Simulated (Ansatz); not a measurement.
**Fe wire along [111], 24 atoms a period: bands along the axis**

Aim: is the Fe wire along [111], 24 atoms a period a metal or a semiconductor?

Program: Ansatz 0.2.0. Level of theory: DFT PBE, plane waves, PAW; relaxation of a wire's period; PAW set soft_1, in the first sound run; inputs show where later runs differ. Results are calculated unless marked as measured.

### Step 1. The structure

The cell holds 24 atoms: 24 Fe. Cell: a = 16.806 Å, b = 17.198 Å, c = 2.451 Å, α = 90.0°, β = 90.0°, γ = 90.0°. Vacuum lies along a and b. The structure's axis is c.

### Step 2. Relaxing the period

Band widths follow the bond lengths, so the wire is relaxed first. The atoms and the third cell vector are free; the box across stays fixed as vacuum. Moments are seeded so that a magnetic state can form if it lies lower. A Fermi-Dirac smearing is set since the result may be a metal. The pressure printed is a third of the stress's trace over the whole box, vacuum included; only the stress along the axis is relaxed.

Input file input.yaml:

```yaml
crystal:
  lattice:
    - [16.806, 0.0, 0.0]
    - [0.0, 17.198, 0.0]
    - [0.0, 0.0, 2.4508518927]
  atoms:
    - { symbol: Fe, position: [0.321379995, 0.264876303, 0.0], spin: 2.4 }
    - { symbol: Fe, position: [0.44045129, 0.466412993, 0.0], spin: 2.4 }
    - { symbol: Fe, position: [0.559522586, 0.264876303, 0.0], spin: 2.4 }
    - { symbol: Fe, position: [0.678593881, 0.466412993, 0.0], spin: 2.4 }
    - { symbol: Fe, position: [0.797665176, 0.667949682, 0.0], spin: 2.4 }
    - { symbol: Fe, position: [0.202308699, 0.600770786, 0.333333333], spin: 2.4 }
    - { symbol: Fe, position: [0.321379995, 0.399234096, 0.333333333], spin: 2.4 }
    - { symbol: Fe, position: [0.44045129, 0.197697407, 0.333333333], spin: 2.4 }
    - { symbol: Fe, position: [0.44045129, 0.600770786, 0.333333333], spin: 2.4 }
    - { symbol: Fe, position: [0.559522586, 0.399234096, 0.333333333], spin: 2.4 }
    - { symbol: Fe, position: [0.559522586, 0.802307475, 0.333333333], spin: 2.4 }
    - { symbol: Fe, position: [0.678593881, 0.600770786, 0.333333333], spin: 2.4 }
    - { symbol: Fe, position: [0.797665176, 0.399234096, 0.333333333], spin: 2.4 }
    - { symbol: Fe, position: [0.202308699, 0.3320552, 0.666666667], spin: 2.4 }
    - { symbol: Fe, position: [0.321379995, 0.533591889, 0.666666667], spin: 2.4 }
    - { symbol: Fe, position: [0.44045129, 0.3320552, 0.666666667], spin: 2.4 }
    - { symbol: Fe, position: [0.44045129, 0.735128579, 0.666666667], spin: 2.4 }
    - { symbol: Fe, position: [0.559522586, 0.533591889, 0.666666667], spin: 2.4 }
    - { symbol: Fe, position: [0.678593881, 0.3320552, 0.666666667], spin: 2.4 }
    - { symbol: Fe, position: [0.678593881, 0.735128579, 0.666666667], spin: 2.4 }
    - { symbol: Fe, position: [0.797665176, 0.533591889, 0.666666667], spin: 2.4 }
    - { symbol: Fe, position: [0.202308699, 0.466412993, 0.0], spin: 2.4 }
    - { symbol: Fe, position: [0.321379995, 0.667949682, 0.0], spin: 2.4 }
    - { symbol: Fe, position: [0.559522586, 0.667949682, 0.0], spin: 2.4 }
magnetization:
  spin_polarized: true
kpoints:
  mp_grid: { grid: [1, 1, 33] }
scf:
  occupations: { method: fermi_dirac, width: 0.05 }
hamiltonian:
  xc: pbe
  pseudopotentials: { kind: paw, azcp: { folder: soft_1 } }
relax:
  cell: { fix: [a, b, alpha, beta, gamma] }
  max_steps: 45
  f_tol: 0.03
```

Launch:

```sh
ansatz run input.yaml --threads 4 --pin off --max-ram 16384MiB --backend cpu --events-out ev --progress --plain --runs-dir out
```

Numbers of over 12 decimals in the logs are rounded to 6 here.

Output:

```text
Engine: ansatz 0.2.0, aarch64-unknown-linux-gnu
Pseudopotentials: kind: paw
Pseudopotential: Fe, paw, valence charge 16, recommended cutoff 420 eV (normal), soft_1/Fe.paw.azcp
Functional definition: PBE
  parameter kappa = 0.804
  parameter beta = 0.066725
  exchange = pbe_x(kappa = kappa, mu = beta*pi^2/3)
  correlation = pbe_c(beta = beta)
Crystal: 24 atoms, lattice volume = 708.369 Å³
Basis set: ecut = 420 eV, 13745 PW (Γ), exchange–correlation on 240×240×36 points (8 copies of the dense FFT grid, shifted against one another)
Bands: 265, of which v1, the nominal top of the filled ones, is band 192 counted from 1 (191 counted from 0)
Symmetry: 2 space group operations
Space group: P-1 (ITA 2), of the structure as read, at distance tolerance 8.9e-5 Å
Magnetic group: BNS 2.4 (UNI 4), of the structure as read, at distance tolerance 8.9e-5 Å
k-points: 17 of 33
Non-local potential: Fe, projectors of the file, l = 0: 3, l = 1: 2, l = 2: 3, l = 3: 1
PAW form: soft (Blöchl's): semilocal exchange-correlation on the pseudo side does not see the compensation charge
PAW one-centre angular grid: Fe, 590 points (default); XC on 64 Gauss nodes
Initial density: superposition of atomic densities (neutral atoms: chi_scale 0, normalization atom)
Starting moments: Σ|m| = 57.6 μB on 24 of 24 sites
Initial wavefunctions: pseudopotential atomic-orbital guess
Functional: x = pbe(κ = 0.804, μ = 0.219515), c = pbe(β = 0.066725)
SCF iter   1: F=—  HF=-107509.958706 eV  |F-HF|=—  |Δ(HF+E_count)|=         —  Δρ=4.62e-2 (↑1.69e-2 ↓4.62e-2)  dr2=7.43e1  dr2_m=3.92e0  M=57.986 μB ∫|m|=58.459 μB  β_m=0.30  ethr=3.10e-3  ⟨swp⟩=7.7  Hψ=40154  notcnv=0  defer=592
Mixer restart at iter 1: flushing history
preconditioner: auto → LDOS  [metal: Δε(μ)=0.002 eV  Ē_g=6.138 eV  σ=0.050 eV  W_gap=0.01  n_scr=140 (ndim 8)  ℏωp=19.3 eV  f_vac=0.507  D(μ)=34.74/eV (n_scr^D=308)]
spin=Collinear: LDOS preconditioning applied to the charge; magnetization (m = ρ↑ − ρ↓) channel mixes plain (no charge-response kernel on spin).
SCF iter   2: F=—  HF=-107500.922313 eV  |F-HF|=—  |Δ(HF+E_count)|=    9.04e0  Δρ=2.65e-2 (↑2.65e-2 ↓2.27e-2)  dr2=1.07e1  dr2_m=3.23e0  M=59.098 μB ∫|m|=59.932 μB  β_m=0.35  ethr=3.10e-3  ⟨swp⟩=3.0  Hψ=16011  notcnv=0  defer=1153
SCF iter   3: F=—  HF=-107509.615804 eV  |F-HF|=—  |Δ(HF+E_count)|=    8.69e0  Δρ=1.48e-2 (↑1.34e-2 ↓1.48e-2)  dr2=9.35e-1  dr2_m=1.19e0  M=59.066 μB ∫|m|=60.275 μB  β_m=0.45  ethr=2.78e-3  ⟨swp⟩=3.0  Hψ=14510  notcnv=0  defer=1166
SCF iter   4: F=—  HF=-107514.981108 eV  |F-HF|=—  |Δ(HF+E_count)|=    5.37e0  Δρ=1.01e-2 (↑1.01e-2 ↓6.53e-3)  dr2=3.09e-1  dr2_m=4.18e-1  M=59.846 μB ∫|m|=61.572 μB  β_m=0.73  ethr=2.44e-4  ⟨swp⟩=3.6  Hψ=17164  notcnv=0  defer=1163
SCF iter   5: F=—  HF=-107516.621863 eV  |F-HF|=—  |Δ(HF+E_count)|=    1.64e0  Δρ=5.31e-3 (↑5.31e-3 ↓3.86e-3)  dr2=6.40e-1  dr2_m=7.15e-2  M=61.242 μB ∫|m|=63.476 μB  β_m=0.69  ethr=8.05e-5  ⟨swp⟩=3.1  Hψ=18879  notcnv=0  defer=1162
SCF iter   6: F=—  HF=-107516.546674 eV  |F-HF|=—  |Δ(HF+E_count)|=   7.52e-2  Δρ=2.61e-3 (↑2.56e-3 ↓2.61e-3)  dr2=1.55e-1  dr2_m=2.00e-2  M=61.537 μB ∫|m|=63.879 μB  β_m=0.71  ethr=8.05e-5  ⟨swp⟩=2.1  Hψ=16602  notcnv=0  defer=1166
SCF iter   7: F=—  HF=-107516.611967 eV  |F-HF|=—  |Δ(HF+E_count)|=         —  Δρ=3.78e-3 (↑3.78e-3 ↓2.35e-3)  dr2=6.65e-2  dr2_m=5.48e-2  M=62.162 μB ∫|m|=64.500 μB  β_m=0.71  ethr=4.03e-5  ⟨swp⟩=2.0  Hψ=16136  notcnv=0  defer=1166
SCF iter   8: F=—  HF=-107516.586082 eV  |F-HF|=—  |Δ(HF+E_count)|=   2.59e-2  Δρ=2.12e-3 (↑2.12e-3 ↓9.75e-4)  dr2=5.17e-2  dr2_m=1.21e-2  M=62.137 μB ∫|m|=64.563 μB  β_m=0.76  ethr=1.73e-5  ⟨swp⟩=2.8  Hψ=16086  notcnv=0  defer=1166
SCF iter   9: F=—  HF=-107516.598772 eV  |F-HF|=—  |Δ(HF+E_count)|=   1.27e-2  Δρ=4.08e-4 (↑3.76e-4 ↓4.08e-4)  dr2=6.07e-3  dr2_m=3.95e-4  M=62.224 μB ∫|m|=64.603 μB  β_m=0.73  ethr=1.35e-5  ⟨swp⟩=1.9  Hψ=12565  notcnv=0  defer=1170
SCF iter  10: F=—  HF=-107516.599688 eV  |F-HF|=—  |Δ(HF+E_count)|=   9.16e-4  Δρ=5.72e-4 (↑5.72e-4 ↓2.90e-4)  dr2=9.51e-4  dr2_m=1.11e-3  M=62.272 μB ∫|m|=64.645 μB  β_m=0.79  ethr=1.58e-6  ⟨swp⟩=2.1  Hψ=12289  notcnv=0  defer=1177
SCF iter  11: F=—  HF=-107516.599487 eV  |F-HF|=—  |Δ(HF+E_count)|=   2.01e-4  Δρ=1.57e-4 (↑1.57e-4 ↓1.13e-4)  dr2=5.21e-4  dr2_m=2.32e-5  M=62.273 μB ∫|m|=64.652 μB  β_m=0.64  ethr=2.48e-7  ⟨swp⟩=3.3  Hψ=17140  notcnv=0  defer=1173
SCF iter  12: F=—  HF=-107516.599337 eV  |F-HF|=—  |Δ(HF+E_count)|=   1.51e-4  Δρ=5.90e-5 (↑5.90e-5 ↓4.24e-5)  dr2=5.04e-5  dr2_m=5.55e-6  M=62.278 μB ∫|m|=64.658 μB  β_m=0.68  ethr=1.36e-7  ⟨swp⟩=2.0  Hψ=12356  notcnv=0  defer=1171
SCF iter  13: F=—  HF=-107516.599327 eV  |F-HF|=—  |Δ(HF+E_count)|=   9.90e-6  Δρ=6.29e-5 (↑6.29e-5 ↓1.72e-5)  dr2=2.05e-5  dr2_m=7.75e-6  M=62.285 μB ∫|m|=64.664 μB  β_m=0.57  ethr=1.31e-8  ⟨swp⟩=2.8  Hψ=16240  notcnv=0  defer=1175
SCF iter  14: F=—  HF=-107516.599322 eV  |F-HF|=—  |Δ(HF+E_count)|=   4.66e-6  Δρ=8.75e-6 (↑5.06e-6 ↓8.75e-6)  dr2=1.03e-6  dr2_m=1.63e-7  M=62.283 μB ∫|m|=64.662 μB  β_m=0.59  ethr=5.33e-9  ⟨swp⟩=2.0  Hψ=12299  notcnv=0  defer=1175
SCF iter  15: F=—  HF=-107516.599322 eV  |F-HF|=—  |Δ(HF+E_count)|=   3.11e-7  Δρ=7.96e-6 (↑7.96e-6 ↓3.70e-6)  dr2=5.24e-7  dr2_m=1.57e-7  M=62.283 μB ∫|m|=64.662 μB  β_m=0.54  ethr=2.67e-10  ⟨swp⟩=2.7  Hψ=16370  notcnv=0  defer=1174
SCF iter  16: F=—  HF=-107516.599322 eV  |F-HF|=—  |Δ(HF+E_count)|=   2.35e-8  Δρ=1.94e-6 (↑1.89e-6 ↓1.94e-6)  dr2=6.31e-8  dr2_m=1.30e-8  M=62.282 μB ∫|m|=64.662 μB  β_m=0.52  ethr=1.37e-10  ⟨swp⟩=2.1  Hψ=14076  notcnv=0  defer=1174
SCF iter  17: F=-107516.599322 eV  HF=-107516.599322 eV  |F-HF|=2.92e-9  |Δ(HF+E_count)|=   1.72e-8  Δρ=1.09e-6 (↑1.09e-6 ↓7.85e-7)  dr2=1.38e-8  dr2_m=3.24e-9  M=62.282 μB ∫|m|=64.662 μB  ethr=1.64e-11  ⟨swp⟩=2.5  Hψ=28739  notcnv=0
SCF 1 converged in 17 iterations: F = -107516.599322 eV  dr2 = 1.38e-8
  greatest PAW one-centre occupation: 1.001 electrons in one spin orbital (limit 2), on the Fe atom at site 13 (counted from 0), in its partial waves of l = 1
relax step   1: F+E_penalty+E_count = -107516.59932242 eV  Δ(F+E_penalty+E_count) = +0.000e0 eV  max|allowed force component| = 4.140e-1 eV/Å  Δτ_max = 0.0000 Å  P = -0.676 GPa  Ω = 708.369 Å³  fix = [a, b, alpha, beta, gamma]  reactions: a -0.831, b -0.603 GPa; alpha +0.020, beta +0.038, gamma +0.173 GPa/rad  (17 SCF iters, dr2 threshold 1.00e-7 eV, accepted)
Crystal: 24 atoms, lattice volume = 707.344 Å³
Basis set: ecut = 420 eV, 13713 PW (Γ), exchange–correlation on 240×240×36 points (8 copies of the dense FFT grid, shifted against one another)
[...]
SCF iter   2: F=—  HF=-107516.745203 eV  |F-HF|=—  |Δ(HF+E_count)|=   1.55e-4  Δρ=1.35e-6 (↑1.21e-6 ↓1.35e-6)  dr2=2.94e-7  dr2_m=1.68e-9  M=61.743 μB ∫|m|=64.015 μB  β_m=0.53  ethr=1.62e-10  ⟨swp⟩=3.9  Hψ=21873  notcnv=0
SCF iter   3: F=—  HF=-107516.745204 eV  |F-HF|=—  |Δ(HF+E_count)|=   3.43e-8  Δρ=2.04e-6 (↑2.04e-6 ↓1.26e-6)  dr2=6.11e-8  dr2_m=2.50e-9  M=61.743 μB ∫|m|=64.015 μB  β_m=0.45  ethr=7.66e-11  ⟨swp⟩=2.0  Hψ=12611  notcnv=0
SCF iter   4: F=—  HF=-107516.745203 eV  |F-HF|=—  |Δ(HF+E_count)|=   4.74e-9  Δρ=8.87e-7 (↑8.87e-7 ↓5.51e-7)  dr2=1.72e-8  dr2_m=2.25e-9  M=61.743 μB ∫|m|=64.015 μB  β_m=0.46  ethr=1.59e-11  ⟨swp⟩=2.5  Hψ=14442  notcnv=0
SCF iter   5: F=—  HF=-107516.745204 eV  |F-HF|=—  |Δ(HF+E_count)|=   4.05e-9  Δρ=4.28e-7 (↑4.28e-7 ↓3.72e-7)  dr2=5.32e-9  dr2_m=7.04e-10  M=61.743 μB ∫|m|=64.015 μB  β_m=0.61  ethr=4.49e-12  ⟨swp⟩=2.0  Hψ=11970  notcnv=0
SCF iter   6: F=—  HF=-107516.745204 eV  |F-HF|=—  |Δ(HF+E_count)|=   2.90e-9  Δρ=2.89e-7 (↑2.89e-7 ↓1.32e-7)  dr2=1.29e-9  dr2_m=2.19e-10  M=61.743 μB ∫|m|=64.015 μB  β_m=0.57  ethr=1.39e-12  ⟨swp⟩=2.2  Hψ=12108  notcnv=0
SCF iter   7: F=—  HF=-107516.745204 eV  |F-HF|=—  |Δ(HF+E_count)|=  1.46e-11  Δρ=1.40e-7 (↑1.40e-7 ↓5.91e-8)  dr2=9.19e-11  dr2_m=4.99e-11  M=61.743 μB ∫|m|=64.015 μB  β_m=0.59  ethr=1.00e-12  ⟨swp⟩=2.2  Hψ=11886  notcnv=0
SCF iter   8: F=-107516.745204 eV  HF=-107516.745204 eV  |F-HF|=3.20e-10  |Δ(HF+E_count)|=  2.91e-11  Δρ=5.35e-8 (↑3.86e-8 ↓5.35e-8)  dr2=5.15e-11  dr2_m=3.30e-12  M=61.743 μB ∫|m|=64.015 μB  ethr=1.00e-12  ⟨swp⟩=3.0  Hψ=28782  notcnv=0
SCF 5 converged in 8 iterations: F = -107516.745204 eV  dr2 = 5.15e-11
relax step   5: F+E_penalty+E_count = -107516.74520350 eV  Δ(F+E_penalty+E_count) = +7.606e-4 eV  max|allowed force component| = 4.976e-3 eV/Å  Δτ_max = 0.0000 Å  P = -0.012 GPa  Ω = 706.910 Å³  fix = [a, b, alpha, beta, gamma]  reactions: a -0.031, b -0.003 GPa; alpha +0.001, beta -0.003, gamma +0.000 GPa/rad  stress off target by 3.76e-3 GPa on what of the cell is left free  SCF on the basis re-selected at this cell (its energy is not comparable with the rows above)  (8 SCF iters)
basis re-selected at this cell: Δ(F+E_penalty+E_count) = +7.606e-4 eV, ΔP = +0.001 GPa vs the last step (what re-selecting the basis moved, of the pressure what is left beyond the Pulay correction that the steps carried, after the strain that the cell walked since its last selection, with what the two solves' SCF thresholds leave and, on support functions, any second-order correction that the steps lacked; it is no m [...]
SCF converged after 8 iterations
Magnetization: 61.7431 μB (222.8716 up, 161.1284 down)
Absolute magnetization: 64.0193 μB (∫|ρ↑−ρ↓|, with the PAW one-centre terms)
Spin contamination: 1.0535 ħ² per cell (⟨S²⟩ above its minimum at these occupations)
Per-site moments (μB) at R_I (Å): [(2.674163, 1.008895), (2.182007, 0.993724), (2.646974, 1.007736), (2.364428, 0.976562), (2.687585, 0.975638), (2.686913, 0.976562), (2.389642, 0.975638), (2.689491, 0.977156), (2.327523, 1.008895), (2.327523, 1.008895), (2.689491, 0.977156), (2.389642, 0.975638), (2.686913, 0.976562), (2.687585, 0.975638), (2.364428, 0.976562), (2.368833, 0.977156), (2.646974, 1.007736), (2.182007, 0.993724), (2.646966, 1.008272), (2.674163, 1.008895), (2.673293, 1.008895), (2.673293, 1.008895), (2.646966, 1.008272), (2.368833, 0.977156)]
Free energy (F): -107516.745204 eV
Harris-Foulkes:  -107516.745204 eV  (|F-HF|=3.20e-10)
Internal energy: -107516.519097 eV  (E = F + TS)
E sigma→0 (E₀):  -107516.632150 eV
Entropy (-TS):   -0.226107 eV (-9.421 meV/atom)
Fermi energy:    4.635240 eV
--- Per-component energies (eV) ---
  E_band       = -10392.254328
  E_kinetic    = 7914.003527
  E_local      = -380978.102897  (includes V_loc(G=0)·N_el)
  E_nonlocal   = 7004.806833
  E_hartree    = 183458.215875
  E_xc         = -2631.028584
  E_vxc        = -3377.495331  (∫ρ·V_xc dr)
  E_paw        = -33206.046497  (= ΣΔE_a)
  E_vpaw       = -7871.872905  (= ΣTr[D̂ρ^β])
  E_aug_tail   = -0.024678  (compensation charges beyond the density's cutoff)
  E_ewald      = 110921.657326
  E_smearing   = -0.226107  (= −TS)
  E_closure    = -0.000000  (closes the sum)
  Σ components = -107516.745204   (vs F -107516.745204, Δ=0.00e0)
--- Forces (eV/Å), atoms counted from 1 ---
  atom   1  Fe     0.00217276     0.00250267    -0.00040231
  atom   2  Fe    -0.00206119    -0.00118534     0.00142664
  atom   3  Fe     0.00062390     0.00257531     0.00136809
  atom   4  Fe     0.00223798    -0.00194899     0.00324802
  atom   5  Fe     0.00144317     0.00083399     0.00497551
  atom   6  Fe    -0.00213345    -0.00056394     0.00315907
  atom   7  Fe    -0.00256424    -0.00151943     0.00452851
  atom   8  Fe    -0.00142494    -0.00164795     0.00317019
  atom   9  Fe    -0.00070022     0.00144368     0.00005674
  atom  10  Fe     0.00070022    -0.00144368    -0.00005674
  atom  11  Fe     0.00142494     0.00164795    -0.00317019
  atom  12  Fe     0.00256424     0.00151943    -0.00452851
  atom  13  Fe     0.00213345     0.00056394    -0.00315907
  atom  14  Fe    -0.00144317    -0.00083399    -0.00497551
  atom  15  Fe    -0.00223798     0.00194899    -0.00324802
  atom  16  Fe     0.00064990    -0.00291399    -0.00325554
  atom  17  Fe    -0.00062390    -0.00257531    -0.00136809
  atom  18  Fe     0.00206119     0.00118534    -0.00142664
  atom  19  Fe    -0.00252713     0.00084968    -0.00132112
  atom  20  Fe    -0.00217276    -0.00250267     0.00040231
  atom  21  Fe    -0.00316787    -0.00060585     0.00042076
  atom  22  Fe     0.00316787     0.00060585    -0.00042076
  atom  23  Fe     0.00252713    -0.00084968     0.00132112
  atom  24  Fe    -0.00064990     0.00291399     0.00325554
  max |Σ_I F_I| component: 5.42e-19 eV/Å
--- Stress (GPa, compression-positive) ---
       -0.030683      -0.000063       0.003160
       -0.000063      -0.002643      -0.000880
        0.003160      -0.000880      -0.003758
  P = ⅓ Tr σ = -0.0124 GPa (-0.124 kbar)
--- Relaxed structure (4 steps of the walk, 4 accepted, 1 SCFs on fresh bases) ---
  F+E_penalty+E_count = -107516.74520350 eV   max|allowed force component| = 4.976e-3 eV/Å   (the final SCF, on the basis selected at the relaxed cell)
  cell:  # Å, volume = 706.9101 Å³
    - [16.806, 0, 0]
    - [0, 17.198, 0]
    - [0, 0, 2.445805]
  atoms:
    - { symbol: Fe, position: [0.322069, 0.264589, 0.00795907] }
    - { symbol: Fe, position: [0.441766, 0.467186, 0.00436458] }
    - { symbol: Fe, position: [0.560846, 0.263281, 0.011913] }
    - { symbol: Fe, position: [0.677964, 0.465658, -0.015532] }
    - { symbol: Fe, position: [0.793008, 0.665325, 0.027524] }
    - { symbol: Fe, position: [0.206046, 0.599573, 0.379531] }
    - { symbol: Fe, position: [0.322613, 0.399959, 0.334259] }
    - { symbol: Fe, position: [0.441377, 0.201429, 0.378872] }
    - { symbol: Fe, position: [0.439848, 0.601766, 0.333641] }
    - { symbol: Fe, position: [0.560126, 0.398234, 0.333026] }
    - { symbol: Fe, position: [0.558596, 0.798571, 0.287795] }
    - { symbol: Fe, position: [0.677361, 0.600041, 0.332407] }
    - { symbol: Fe, position: [0.793928, 0.400427, 0.287136] }
    - { symbol: Fe, position: [0.206965, 0.334675, 0.639143] }
    - { symbol: Fe, position: [0.322010, 0.534342, 0.682198] }
    - { symbol: Fe, position: [0.441456, 0.332260, 0.681789] }
    - { symbol: Fe, position: [0.439128, 0.736719, 0.654754] }
    - { symbol: Fe, position: [0.558208, 0.532814, 0.662302] }
    - { symbol: Fe, position: [0.679317, 0.330165, 0.653827] }
    - { symbol: Fe, position: [0.677905, 0.735411, 0.658708] }
    - { symbol: Fe, position: [0.797700, 0.532926, 0.658471] }
    - { symbol: Fe, position: [0.202273, 0.467074, 0.00819578] }
    - { symbol: Fe, position: [0.320657, 0.669835, 0.012839] }
    - { symbol: Fe, position: [0.558518, 0.667740, -0.015123] }
```

The job ended after 22 min (4 threads of Arm Neoverse V2, shared host; peak memory 6.3 GiB).

Relaxation path:

```tsv
step	energy less that of the first step (eV)	largest force component (eV/Å)	pressure (GPa)	volume (Å³)
1	0.0000	0.4140	-0.68	708.37
2	-0.1006	0.2069	-0.29	707.34
3	-0.1456	0.0407	0.06	706.86
4	-0.1466	0.0050	-0.01	706.91
5*	-0.1459	0.0050	-0.01	706.91
```

Relaxation steps marked * repeat the geometry before them on a plane-wave basis chosen anew for their cell, so energy and pressure can jump there.

The run keeps the 2 symmetry operations that it works with, so distortions that break them were not tested.

```tsv
cell as run	before	after	change
c (Å)	2.451	2.446	-0.2 %
```

The atoms that moved most (Å, along periodic axes as changes of fractional coordinates times the final cell, across vacuum about the mean position):

```tsv
atom	dx	dy	dz	length
Fe6	0.063	-0.021	0.113	0.131
Fe13	-0.063	0.021	-0.113	0.131
Fe8	0.016	0.064	0.111	0.130
Fe11	-0.016	-0.064	-0.111	0.130
Fe14	0.078	0.045	-0.067	0.113
Fe5	-0.078	-0.045	0.067	0.113
Fe23	-0.012	0.032	0.031	0.047
Fe19	0.012	-0.032	-0.031	0.047
```

This step gave:

| Property | Result |
| --- | --- |
| energy at zero smearing | -107516.6322 eV |
| total moment | 61.74 μB |
| absolute moment | 64.02 μB |
| cell length along the wire | 2.446 Å |

Site moment by atom:

```tsv
atom	site moment (μB)
Fe1	2.67
Fe2	2.18
Fe3	2.65
Fe4	2.36
Fe5	2.69
Fe6	2.69
Fe7	2.39
Fe8	2.69
Fe9	2.33
Fe10	2.33
Fe11	2.69
Fe12	2.39
Fe13	2.69
Fe14	2.69
Fe15	2.36
Fe16	2.37
Fe17	2.65
Fe18	2.18
Fe19	2.65
Fe20	2.67
Fe21	2.67
Fe22	2.67
Fe23	2.65
Fe24	2.37
```

The cell's length comes to 2.446 Å with an absolute moment of 64.02 μB a cell.

(Part 1 of 2 ends here.)

[Logs are printed without paths, hosts, clocks, repeated set-up lines and the standing remarks that a program may print on its own settings, such as how far it seeks lower states.]

[Hosts, paths, dates, database ids (printed as entryN), source tags and the programs' standing remarks are cut or masked in the printed files.]
